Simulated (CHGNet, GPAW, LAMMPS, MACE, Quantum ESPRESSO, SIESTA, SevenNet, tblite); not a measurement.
# Amorphous Zn25Hg15S40 (80 atoms) in GPAW, part 2 of 2

Aim: run amorphous Zn25Hg15S40 (80 atoms) in GPAW and see how near its forces come to a plane-wave reference, and at what cost.

Program: GPAW 26.7.0; the method stands at each step. Banners, paths, timers and routine set-up lines are dropped from the logs unmarked, and long logs keep their key lines alone; longer cuts are marked.

So far. Step 3 (PBE, LCAO dzp, h 0.25 Å): Against the first run (15 %), the force difference from the reference is 15 %, at 0.63 times the CPU time. Step 4 (PBE, grid h 0.24 Å): Against the first run (15 %), the force difference from the reference is 7.5 %, at 13 times the CPU time (on 4 against 1 cores) (82 SCF steps against 19).

## Step 5: PBE, LCAO sz(dzp), h 0.2 Å

Method: Kohn-Sham DFT, PBE, PAW, atomic orbitals (sz(dzp)).

Input file run.py:

```python
import numpy as np
from ase.io import read
from gpaw import GPAW, FermiDirac

atoms = read("structure.xyz")
atoms.calc = GPAW(
    mode="lcao",
    basis="sz(dzp)",
    h=0.2,
    xc="PBE",
    kpts={"size": (1, 1, 1), "gamma": True},
    occupations=FermiDirac(0.05),
    maxiter=200,
    symmetry={"point_group": False},
    txt="gpaw.txt",
)
energy = atoms.get_potential_energy(force_consistent=True)
forces = atoms.get_forces()
print(f"energy {energy:.6f} eV")
print("forces (eV/A)")
for i, (a, f) in enumerate(zip(atoms, forces)):
    print(f"{i:4d} {a.symbol:2s} {f[0]:10.5f} {f[1]:10.5f} {f[2]:10.5f}")
print(f"Fermi level {atoms.calc.get_fermi_level():.4f} eV")
for k in range(len(atoms.calc.get_ibz_k_points())):
    for s in range(atoms.calc.get_number_of_spins()):
        e = atoms.calc.get_eigenvalues(kpt=k, spin=s)
        n = np.searchsorted(e, atoms.calc.get_fermi_level())
        print(f"k {k} spin {s} levels about the Fermi level:", np.round(e[max(n - 6, 0):n], 4).tolist(), "|", np.round(e[n:n + 6], 4).tolist())
```

Input file structure.xyz:

```xyz
80
Lattice="12.12880 0.00000 0.00000 0.00000 12.12880 0.00000 0.00000 0.00000 12.12880" Properties=species:S:1:pos:R:3 pbc="T T T"
[... 80 atom lines left out: the same atoms as in the first run ...]
```

Run with:

```sh
OMP_NUM_THREADS=1 python run.py > output.txt
```

Output:

```text
energy -160.401053 eV
forces (eV/A)
   0 Zn   -0.18775   -0.22520    0.08686
   1 Zn   -0.45754    0.53809   -0.08891
   2 Zn    0.11822    0.06631   -0.13220
   3 Zn   -0.23378   -0.42619   -0.16984
   4 Zn    0.01118   -0.01149   -0.61272
   5 Zn    0.48486   -0.07612   -0.52085
   6 Zn    0.34719    0.29664    0.38369
   7 Zn    0.37519   -0.01595   -0.17215
   8 Zn    0.06168   -0.30062    0.08437
   9 Zn   -0.63673    0.17183   -0.40985
  10 Zn    0.12762   -0.11476   -0.11387
  11 Zn    0.25757   -0.57079   -0.05108
[...]
75 S     0.12338    0.36920   -0.44440
  76 S     0.46549    0.03397   -0.36953
  77 S    -0.06375    0.46478   -0.75004
  78 S     0.12614   -0.52867   -0.53120
  79 S    -0.11163   -0.16069    0.31173
Fermi level 4.7105 eV
k 0 spin 0 levels about the Fermi level: [4.2135, 4.4724, 4.6293, 4.6568, 4.674, 4.7051] | [4.7835, 4.8823, 4.9746, 5.039, 5.2476, 5.3849]
```

gpaw.txt:

```text
Input parameters:
  mode=LCAO(),
  basis={'default': 'sz(dzp)'},
  h=0.2,
  kpts=MonkhorstPack(size=(1, 1, 1), gamma=True),
  maxiter=200,
  occupations=Occupations(name='fermi-dirac', width=0.05, fixmagmom=False),
  symmetry=Symmetry(point_group=False),
  xc=XC(name='PBE')
[... lines left out ...]
  Fermi-Dirac:
[... lines left out ...]
convergence criteria:
- Maximum [total energy] change in last 3 cyles: 0.0005 eV / valence electron
[... lines left out ...]
Converged in 21 steps
[... lines left out ...]
  Free energy:    -160.401053
[... lines left out ...]
Fermi level: 4.710
[... lines left out ...]
|          0 |       -58.696 |     2.000 |
|        ... |               |           |
|        398 |         4.011 |     2.000 |
|        399 |         4.126 |     2.000 |
[...]
|        413 |         5.702 |     0.000 |
|        ... |               |           |
|        489 |        11.616 |     0.000 |
Gap: 0.078 eV
Transition (v -> c):
  (s=0, k=0, n=405, [0.00, 0.00, 0.00]) -> (s=0, k=0, n=406, [0.00, 0.00, 0.00])
No difference between direct/indirect transitions
Force computation time: 13.679  # s
timing:  # [seconds]
  Total:  150.629  # ━━━━━━━━━━━━━━━━━━━━━━━━━━━━━━━━━━━━━━━━━━━━━━━━━━━━━━━━
  Init:     8.912  # ━━━╸
  SCF:    128.005  # ━━━━━━━━━━━━━━━━━━━━━━━━━━━━━━━━━━━━━━━━━━━━━━━╸
  Forces:  13.679  # ━━━━━
```

Run time: 2.5 min. Hardware: 1 thread of Arm Neoverse V2, shared host; peak memory 1.6 GiB.

Against the reference:

| Property | Result |
| --- | --- |
| r.m.s. force component | 0.4208 eV/Å |
| r.m.s. difference of force components | 182.8 meV/Å |
| longest difference of force vectors | 823.3 meV/Å |
| force difference over r.m.s. force | 47.76 % |
| slope of forces against the reference's | 0.9903 |
| correlation of force components | 0.9008 |

This is a coarse setting, run to see what it loses.

Against the first run (15 %), the force difference from the reference is 48 %, at 0.45 times the CPU time, with 565 basis functions against 1450: the smaller basis costs accuracy.

## Step 6: All runs compared

Differences are against the plane-wave reference, forces as r.m.s. over components; share is that over the reference's r.m.s. force, slope the least-squares factor from reference forces to these. Total energies of different programs have different zeros and aren't compared.

```tsv
run	Δ force, r.m.s. (meV/Å)	share (%)	slope	cores	CPU time	memory (GiB)
reference	-	-	-	4	56 min	6.7
GPAW PBE, LCAO dzp, h 0.2 Å	57.5	15.0	1.014	1	5.6 min	1.9
GPAW PBE, LCAO dzp, h 0.25 Å (coarse)	58.1	15.2	1.020	1	3.5 min	1.1
GPAW PBE, grid h 0.24 Å (coarse)	28.5	7.46	1.021	4	75 min	3.3
GPAW PBE, LCAO sz(dzp), h 0.2 Å (coarse)	183	47.8	0.990	1	2.5 min	1.6
```

Rows marked coarse were listed beforehand as settings not expected to be converged; some can still land near the reference.

CPU time is summed over cores on a shared host, where runs went side by side, so it is rough. Symmetry, cutoffs, thresholds, outputs and thread counts weren't matched or tuned between programs; memory under MPI is the largest rank's times the ranks.

Within one program, basis, potentials and functional, energies share a zero. Each run against its twin at the usual cutoff or grid and solver:

```tsv
run	twin	Δ energy (meV/atom)	Δ force, r.m.s. (meV/Å)	CPU time over the twin's
GPAW PBE, LCAO dzp, h 0.25 Å	LCAO dzp, h 0.2 Å	82.5	37.4	0.63
```

## Step 7: Results

```json
{
 "nearest in forces": "GPAW PBE, grid h 0.24 Å (coarse), 7.5 %",
 "its CPU time": "75 min"
}
```

**Reading.** The PBE run in local orbitals, coarse settings apart, differs by 15 % (GPAW PBE, LCAO dzp, h 0.2 Å); basis, grid and potentials can all enter. GPAW PBE, grid h 0.24 Å needed 82 SCF steps, so its time overstates the method's usual cost. Runs with settings chosen to be coarse differ by 7.5 % (GPAW PBE, grid h 0.24 Å) to 48 % (GPAW PBE, LCAO sz(dzp), h 0.2 Å), their programs' other errors included. Of the electronic-structure runs that take under half the reference's CPU time, GPAW PBE, LCAO dzp, h 0.2 Å is among the nearest, at 15 % in 5.6 min against 56 min. The potentials hold different valence shells: 1040 electrons in the reference, 810 in GPAW; this bears on time and differences. The quench rate of 3 K/ps is many orders above laboratory rates, so the cell is likely richer in defects and strain than a real sample. The network of bonds at the start is that of the classical potential that made the cell, and needn't be the one that DFT or experiment would give. The electronic-structure runs sample only Γ, in a cell whose shortest periodic width is 12 Å, which is coarse for a cell with partly filled levels. Spin–orbit coupling is left out, which matters for the levels of the heavy elements.

[Also dropped from logs without a mark: logging warnings of Python, and SIESTA's first energy breakdown and zero terms.]

[Logs are printed without paths, hosts, clocks, repeated set-up lines and the standing remarks that a program may print on its own settings, such as how far it seeks lower states.]

[Hosts, paths, dates, database ids (printed as entryN), source tags and the programs' standing remarks are cut or masked in the printed files.]
